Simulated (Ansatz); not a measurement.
## Mo(100) with 4 thermally displaced layers, 2x2: scattering by thermal displacements

Wanted: the phonon-limited resistivity of Mo at 180 K by the Landauer route.

Main program and level: Ansatz 0.2.0; Ansatz plane-wave DFT, PBE, PAW files; ballistic transport by layer matching (Landauer), zero bias; PAW set soft_1.

## Step 1: The starting structure

The cell holds 56 atoms: 56 Mo. Cell: a = 6.294 Å, b = 6.294 Å, c = 22.029 Å, α = 90.0°, β = 90.0°, γ = 90.0°. It derives from Mo. Regions: lead, 40 atoms (40 Mo); scattering region, 16 atoms (16 Mo). The structure is stacked along c, and the current runs across the ab planes.

## Step 2: With 4 displaced layers

Each atom of 4 layers is moved at random, by amounts drawn from a normal law 0.0396 Å wide in each direction from the Debye model (450 K) at 180 K. The layers about the cell's end stay perfect and serve as the lead. Disorder leaves little or no symmetry, which makes such runs dear. Energies from -0.05 to 0.05 eV in steps of 0.05 eV are too few for the program's thermal sum, so it prints no conductance; for a metal the transmission near the Fermi level serves, at a fraction of the cost.

File input.yaml:

```yaml
crystal:
  lattice:
    - [6.294, 0.0, 0.0]
    - [0.0, 6.294, 0.0]
    - [0.0, 0.0, 22.029]
  atoms:
    - { symbol: Mo, position: [0.0, 0.0, 0.0357142857] }
    - { symbol: Mo, position: [0.0, 0.5, 0.0357142857] }
    - { symbol: Mo, position: [0.5, 0.0, 0.0357142857] }
    - { symbol: Mo, position: [0.5, 0.5, 0.0357142857] }
    - { symbol: Mo, position: [0.25, 0.25, 0.1071428571] }
    - { symbol: Mo, position: [0.25, 0.75, 0.1071428571] }
    - { symbol: Mo, position: [0.75, 0.25, 0.1071428571] }
    - { symbol: Mo, position: [0.75, 0.75, 0.1071428571] }
    - { symbol: Mo, position: [0.0, 0.0, 0.1785714286] }
    - { symbol: Mo, position: [0.0, 0.5, 0.1785714286] }
    - { symbol: Mo, position: [0.5, 0.0, 0.1785714286] }
    - { symbol: Mo, position: [0.5, 0.5, 0.1785714286] }
    - { symbol: Mo, position: [0.25, 0.25, 0.25] }
    - { symbol: Mo, position: [0.25, 0.75, 0.25] }
    - { symbol: Mo, position: [0.75, 0.25, 0.25] }
    - { symbol: Mo, position: [0.75, 0.75, 0.25] }
    - { symbol: Mo, position: [0.0, 0.0, 0.3214285714] }
    - { symbol: Mo, position: [0.0, 0.5, 0.3214285714] }
    - { symbol: Mo, position: [0.5, 0.0, 0.3214285714] }
    - { symbol: Mo, position: [0.5, 0.5, 0.3214285714] }
    - { symbol: Mo, position: [0.2507912649, 0.2491686173, 0.3940086876] }
    - { symbol: Mo, position: [0.2506601736, 0.7466288427, 0.3935073274] }
    - { symbol: Mo, position: [0.7582065346, 0.2559603162, 0.3915917556] }
    - { symbol: Mo, position: [0.7420362541, 0.7460775129, 0.3929314512] }
    - { symbol: Mo, position: [0.9853677571, 0.9986230665, 0.4620454402] }
    - { symbol: Mo, position: [0.9953915819, 0.4965747853, 0.4637169746] }
    - { symbol: Mo, position: [0.5025905369, 0.0065609062, 0.4640545959] }
    - { symbol: Mo, position: [0.508599639, 0.4958136941, 0.464917765] }
    - { symbol: Mo, position: [0.2556858581, 0.2505916527, 0.5343773988] }
    - { symbol: Mo, position: [0.2441992555, 0.7471193691, 0.5361102188] }
    - { symbol: Mo, position: [0.7436461149, 0.248683584, 0.535427983] }
    - { symbol: Mo, position: [0.753403733, 0.751350926, 0.5363532818] }
    - { symbol: Mo, position: [0.9958852248, 0.9991842955, 0.6085525244] }
    - { symbol: Mo, position: [0.0093986916, 0.4920762543, 0.6098650454] }
    - { symbol: Mo, position: [0.5084700712, 0.0049170696, 0.6076183752] }
    - { symbol: Mo, position: [0.4980243724, 0.509175841, 0.6106676001] }
    - { symbol: Mo, position: [0.25, 0.25, 0.6785714286] }
    - { symbol: Mo, position: [0.25, 0.75, 0.6785714286] }
    - { symbol: Mo, position: [0.75, 0.25, 0.6785714286] }
    - { symbol: Mo, position: [0.75, 0.75, 0.6785714286] }
    - { symbol: Mo, position: [0.0, 0.0, 0.75] }
    - { symbol: Mo, position: [0.0, 0.5, 0.75] }
    - { symbol: Mo, position: [0.5, 0.0, 0.75] }
    - { symbol: Mo, position: [0.5, 0.5, 0.75] }
    - { symbol: Mo, position: [0.25, 0.25, 0.8214285714] }
    - { symbol: Mo, position: [0.25, 0.75, 0.8214285714] }
    - { symbol: Mo, position: [0.75, 0.25, 0.8214285714] }
    - { symbol: Mo, position: [0.75, 0.75, 0.8214285714] }
    - { symbol: Mo, position: [0.0, 0.0, 0.8928571429] }
    - { symbol: Mo, position: [0.0, 0.5, 0.8928571429] }
    - { symbol: Mo, position: [0.5, 0.0, 0.8928571429] }
    - { symbol: Mo, position: [0.5, 0.5, 0.8928571429] }
    - { symbol: Mo, position: [0.25, 0.25, 0.9642857143] }
    - { symbol: Mo, position: [0.25, 0.75, 0.9642857143] }
    - { symbol: Mo, position: [0.75, 0.25, 0.9642857143] }
    - { symbol: Mo, position: [0.75, 0.75, 0.9642857143] }
kpoints:
  mp_grid: { grid: [4, 4, 1] }
hamiltonian:
  xc: pbe
  pseudopotentials: { kind: paw, azcp: { folder: soft_1 } }
scf:
  occupations: { method: fermi_dirac, width: 0.1 }
output:
  transmission: { leads: [[0, 4]], kmesh: [8, 8], e_range: [-0.05, 0.05], de: 0.05 }
  write_potential: true
  write_density: true
  volumetric_format: npy
  elf: true
```

Started as:

```
$ ansatz run input.yaml --threads 4 --pin off --max-ram 15360MiB --backend cpu --events-out ev --progress --plain --runs-dir out
```

Numbers of over 12 decimals in the logs are rounded to 6 here.

The program printed:

```text
Engine: ansatz 0.2.0, aarch64-unknown-linux-gnu
Pseudopotentials: kind: paw
Pseudopotential: Mo, paw, valence charge 14, recommended cutoff 420 eV (normal), soft_1/Mo.paw.azcp
Functional definition: PBE
  parameter kappa = 0.804
  parameter beta = 0.066725
  exchange = pbe_x(kappa = kappa, mu = beta*pi^2/3)
  correlation = pbe_c(beta = beta)
Crystal: 56 atoms, lattice volume = 872.666 Å³
Basis set: ecut = 420 eV, 17109 PW (Γ)
Bands: 471, of which v1, the nominal top of the filled ones, is band 392 counted from 1 (391 counted from 0)
Symmetry: 1 space group operations
Space group: P1 (ITA 1), of the structure as read, at distance tolerance 9.6e-5 Å
k-points: 10 of 16 (time reversal used)
Non-local potential: Mo, projectors of the file, l = 0: 3, l = 1: 2, l = 2: 2, l = 3: 1
PAW form: soft (Blöchl's): semilocal exchange-correlation on the pseudo side does not see the compensation charge
PAW one-centre angular grid: Mo, 590 points (default); XC on 64 Gauss nodes
Initial density: superposition of atomic densities (chi_scale 0.1, normalization cell)
Initial wavefunctions: pseudopotential atomic-orbital guess
Functional: x = pbe(κ = 0.804, μ = 0.219515), c = pbe(β = 0.066725)
SCF iter   1: F=—  HF=-277573.398863 eV  |F-HF|=—  |Δ(HF+E_count)|=         —  Δρ=1.06e-1  dr2=9.89e1  ethr=3.10e-3  ⟨swp⟩=4.3  Hψ=16868  notcnv=0
preconditioner: auto → Kerker (q_TF=auto, 2.680 Å⁻¹)  [metal: Δε(μ)=0.010 eV  Ē_g=4.669 eV  σ=0.100 eV  W_gap=0.03  n_scr=286 (ndim 8)  ℏωp=23.0 eV  f_vac=0.000  D(μ)=36.73/eV (n_scr^D=302)]
SCF iter   2: F=—  HF=-277547.886293 eV  |F-HF|=—  |Δ(HF+E_count)|=    2.55e1  Δρ=5.92e-2  dr2=2.87e1  ethr=3.10e-3  ⟨swp⟩=2.0  Hψ=9315  notcnv=0
SCF iter   3: F=—  HF=-277538.873712 eV  |F-HF|=—  |Δ(HF+E_count)|=    9.01e0  Δρ=8.00e-3  dr2=2.21e-1  ethr=3.10e-3  ⟨swp⟩=2.2  Hψ=8569  notcnv=0
SCF iter   4: F=—  HF=-277538.930352 eV  |F-HF|=—  |Δ(HF+E_count)|=   5.66e-2  Δρ=9.22e-4  dr2=6.31e-3  ethr=2.82e-5  ⟨swp⟩=2.9  Hψ=8801  notcnv=0
SCF iter   5: F=—  HF=-277538.930620 eV  |F-HF|=—  |Δ(HF+E_count)|=   2.69e-4  Δρ=1.58e-4  dr2=9.54e-5  ethr=8.05e-7  ⟨swp⟩=2.0  Hψ=7879  notcnv=0
SCF iter   6: F=—  HF=-277538.929687 eV  |F-HF|=—  |Δ(HF+E_count)|=   9.34e-4  Δρ=2.72e-5  dr2=5.17e-6  ethr=1.22e-8  ⟨swp⟩=2.1  Hψ=8779  notcnv=0
SCF iter   7: F=—  HF=-277538.929687 eV  |F-HF|=—  |Δ(HF+E_count)|=   2.08e-7  Δρ=4.05e-6  dr2=2.68e-7  ethr=6.59e-10  ⟨swp⟩=2.8  Hψ=8848  notcnv=0
SCF iter   8: F=-277538.929687 eV  HF=-277538.929687 eV  |F-HF|=2.03e-8  |Δ(HF+E_count)|=   2.21e-9  Δρ=7.97e-7  dr2=2.32e-8  ethr=1.28e-11  ⟨swp⟩=6.5  Hψ=10763  notcnv=0
SCF 1 converged in 8 iterations: F = -277538.929687 eV  dr2 = 2.32e-8
  greatest PAW one-centre occupation: 0.999 electrons in one spin orbital (limit 2), on the Mo atom at site 22 (counted from 0), in its partial waves of l = 0
transmission: 144 of 1428 steps passed
transmission: 288 of 1428 steps passed
[...]
transmission: 1428 of 1428 steps passed
SCF converged after 8 iterations
Free energy (F): -277538.929687 eV
Harris-Foulkes:  -277538.929687 eV  (|F-HF|=2.03e-8)
Internal energy: -277537.498297 eV  (E = F + TS)
E sigma→0 (E₀):  -277538.213992 eV
Entropy (-TS):   -1.431390 eV (-25.561 meV/atom)
Fermi energy:    21.184348 eV
--- Per-component energies (eV) ---
  E_band       = -3032.239369
  E_kinetic    = 23665.109099
  E_local      = -43057.039057  (includes V_loc(G=0)·N_el)
  E_nonlocal   = 8293.283556
  E_hartree    = 14667.761947
  E_xc         = -9881.805830
  E_vxc        = -12321.255040  (∫ρ·V_xc dr)
  E_paw        = -179862.158141  (= ΣΔE_a)
  E_vpaw       = -8947.859356  (= ΣTr[D̂ρ^β])
  E_aug_tail   = 0.002642  (compensation charges beyond the density's cutoff)
  E_ewald      = -91362.652514
  E_smearing   = -1.431390  (= −TS)
  E_closure    = 0.000000  (closes the sum)
  Σ components = -277538.929687   (vs F -277538.929687, Δ=0.00e0)
--- Band table (eV; the first three rows and the last of 10) ---
  k-point 0: bands = [... 388 lower, 21.1266, 21.1438, 21.1671, 21.1752, 21.1938, 21.2000, 21.2208, 21.2371, ... 75 higher]
  k-point 1: bands = [... 388 lower, 21.1710, 21.1855, 21.1893, 21.2482, 21.2609, 21.2815, 21.2933, 21.3064, ... 75 higher]
  k-point 2: bands = [... 388 lower, 21.1937, 21.2082, 21.2602, 21.2798, 21.3027, 21.3093, 21.3305, 21.3514, ... 75 higher]
  k-point 9: bands = [... 388 lower, 20.3610, 20.3658, 20.4030, 20.4136, 21.4417, 21.4500, 21.4593, 21.4846, ... 75 higher]
--- Transmission ---
  basis      : 349 plane waves across, 42 finite elements along
  points     : 34, standing for a mesh of 8 x 8
  energies   : 3 from -0.050000 to 0.050000 eV about the Fermi level, 0.050000 eV apart; the leads are filled to 0.000000 eV, and channels, transmission and decay are at 0.000000 eV
  crystal 0  : Mo4, at the sites [0, 4], period 1.5735 Å, over 15.73 Å; its Hamiltonian steps by up to 1.9 meV
    offset         : up to 0.0000 Å between an atom of the period and one for which it stands
    channels       : 6.781250e0 a spin
    conductance    : none, the energies end too early or step too widely for 300 K: set another output.transmission.e_range or a lower de, or, where they end at an eighth of basis.ecutwfc, a higher one
    slowest decay  : 0.0510 /Å at (0.5000, 0.3750)
  junction   : crystal 0 to crystal 0, 0.70 to 21.15 Å
    transmission   : 6.392262e0 a spin
    conductance    : none, the energies end too early or step too widely for 300 K: set another output.transmission.e_range or a lower de, or, where they end at an eighth of basis.ecutwfc, a higher one
```

Elapsed: 14 min, on 4 threads of Arm Neoverse V1, shared host; peak memory 7.7 GiB; 53 min of CPU time.

Numbers from this step:

* free energy: -277538.9297 eV
* energy at zero smearing: -277538.2140 eV
* Fermi energy: 21.18 eV
* cell area: 39.61 Å²
* transmission per spin nearest the Fermi level: 6.392
* open channels per spin nearest the Fermi level: 6.781
* step of the lead's potential: 1.9 meV

Per spin. Table of transmission, zone mean by energy, zero at the Fermi level:

| energy (eV) | transmission, zone mean |
| --- | --- |
| -0.0500 | 6.23 |
| 0.0000 | 6.39 |
| 0.0500 | 6.47 |

Per spin. Open channels, zone mean, lead against energy, zero at the Fermi level:

```csv
energy (eV),"open channels, zone mean, lead"
-0.0500,6.59
0.0000,6.78
0.0500,6.84
```

Transmission over k1 and k2. At 0.0000 eV from the Fermi level.

Ten even steps from '_' (0.0) to '@' (13.6):
```
____..--==--..__
::..==%%@@%%==..
::--%%@@@@@@##--
::++@@@@@@@@@@++
::--##@@@@@@%%--
::..==%%@@%%==..
____..--==--..__
____::::::::::__
```
Columns: k1 (b1) from -0.5 to 0.375; rows upwards: k2 (b2) from -0.5 to 0.375.

Open channels over k1 and k2. At 0.0000 eV from the Fermi level.

Ten even steps from '_' (0.0) to '@' (15.0):
```
____..--==--..__
::..==%%@@%%==..
::--%%@@@@@@%%--
::==@@@@@@@@@@==
::--%%@@@@@@%%--
::..==%%@@%%==..
____..--==--..__
____::::::::::__
```
Columns: k1 (b1) from -0.5 to 0.375; rows upwards: k2 (b2) from -0.5 to 0.375.

Electrostatic potential energy in the ca plane at fractional y = 0.000, with atoms of Mo within 0.2 Å of it. With pseudopotentials it is smooth inside the atoms' cores, unlike the true potential.

Ten even steps from '0' (-56 eV) to '9' (22 eV), each cell a mean:
```
72003799962014899730016999730026999620047998
86446899985347999863247999964358999853469999
98889999998889999987789999998789999988899999
99999999999999999999999999999999999999999999
99999999999999999999999999999999999999999999
98888999998789999998789999987789999988899999
85346899985347999974347999863358999853469999
72003799951014899841015999730026999620037998
62002799851003899840015899730026999610037998
74124899973125899862137999852247999741258999
97668999987668999987679999987689999976689999
99999999999999999999999999999999999999999999
99999999999999999999999999999999999999999999
99999999999999999999999999999999999999999999
97667999987568999987789999986679999976689999
74124899963125899863247999852247999731258999
62002799851003899730016999730016999610037998
```
Columns run along c (16.0 Å, from fractional 0.14 to 0.86 of the cell; values clipped at the 3rd and 97th percentile), rows up along a (6.3 Å). Atoms in or near the plane, at fractional coordinates: Mo at (0.18, 0.00), Mo at (0.18, 0.50), Mo at (0.32, 0.00), Mo at (0.32, 0.50), Mo at (0.46, 0.99), Mo at (0.46, 0.50), Mo at (0.61, 0.00), Mo at (0.61, 0.51), Mo at (0.75, 0.00), Mo at (0.75, 0.50).

Valence density in the ca plane at fractional y = 0.000, with atoms of Mo within 0.2 Å of it. It is the smooth field of the valence electrons, not physical close to the nuclei.

Values in e/Å³, 9 rows by 16 columns, each cell a mean:
```
2.5 3.1 0.3 1.8 3.8 0.4 1.5 4.8 0.6 0.6 4.4 1.2 0.4 3.9 1.7 0.3
0.4 0.4 0.3 0.3 0.5 0.3 0.4 0.7 0.3 0.3 0.5 0.3 0.3 0.5 0.3 0.3
0.3 0.3 0.3 0.3 0.3 0.3 0.3 0.4 0.3 0.3 0.4 0.3 0.3 0.3 0.3 0.3
1.9 2.3 0.3 1.3 2.8 0.3 0.9 3.2 0.5 0.6 3.5 0.9 0.4 2.8 1.3 0.3
3.7 4.5 0.3 2.6 5.5 0.4 1.6 6.0 0.8 0.8 6.0 1.5 0.5 5.5 2.5 0.3
1.1 1.3 0.3 0.8 1.6 0.3 0.5 1.6 0.4 0.4 1.4 0.5 0.3 1.6 0.8 0.3
0.3 0.3 0.3 0.3 0.3 0.3 0.3 0.2 0.2 0.2 0.2 0.3 0.3 0.3 0.3 0.3
0.7 0.8 0.3 0.5 0.9 0.3 0.4 0.7 0.3 0.3 0.9 0.4 0.3 0.9 0.5 0.3
3.3 4.1 0.3 2.3 4.9 0.4 1.5 4.9 0.6 0.7 5.4 1.5 0.4 5.0 2.2 0.3
```
Columns run along c (16.0 Å, from fractional 0.14 to 0.86 of the cell), rows up along a (6.3 Å). Atoms in or near the plane, at fractional coordinates: Mo at (0.18, 0.00), Mo at (0.18, 0.50), Mo at (0.32, 0.00), Mo at (0.32, 0.50), Mo at (0.46, 0.99), Mo at (0.46, 0.50), Mo at (0.61, 0.00), Mo at (0.61, 0.51), Mo at (0.75, 0.00), Mo at (0.75, 0.50).

ELF in the ca plane at fractional y = 0.000, with atoms of Mo within 0.2 Å of it. It is the smooth field of the valence electrons, not physical close to the nuclei.

Ten even steps from '0' (0.17) to '9' (0.70), each cell a mean:
```
29888113049797122188694031188893030398981230
15774135226773144158972253147862252257741452
21001345421001355311212454311112454210013554
53224544453224544542124444542235444532245445
53224544443124544542135444542135444432245445
21011345421011354311112454311112454210113554
15775135226773144147872243158862252267741442
29888113049797022079794031188793030398981230
39669112059587012078595021197693030495781120
28997124139995133159993142169972241289961341
12332245312331255213321354212212453123322453
42002444431013444431013444420024444420024444
54334543454235544553345434543345434543355435
42002444431012444431024444420024444310024444
12332245313432255212211354223322453124322453
28997124139995133159982142169982141289961241
39669112059487021188694021187693030495781120
```
Columns run along c (16.0 Å, from fractional 0.14 to 0.86 of the cell), rows up along a (6.3 Å). Atoms in or near the plane, at fractional coordinates: Mo at (0.18, 0.00), Mo at (0.18, 0.50), Mo at (0.32, 0.00), Mo at (0.32, 0.50), Mo at (0.46, 0.99), Mo at (0.46, 0.50), Mo at (0.61, 0.00), Mo at (0.61, 0.51), Mo at (0.75, 0.00), Mo at (0.75, 0.50).

Over the solved energies the transmission per spin lies between 6.23 and 6.47, out of 6.74 channels of the lead on average (up to 6.84).

(Continued in part 2 of 2.)

[Logs are printed without paths, hosts, clocks, repeated set-up lines and the standing remarks that a program may print on its own settings, such as how far it seeks lower states.]

[Hosts, paths, dates, database ids (printed as entryN), source tags and the programs' standing remarks are cut or masked in the printed files.]
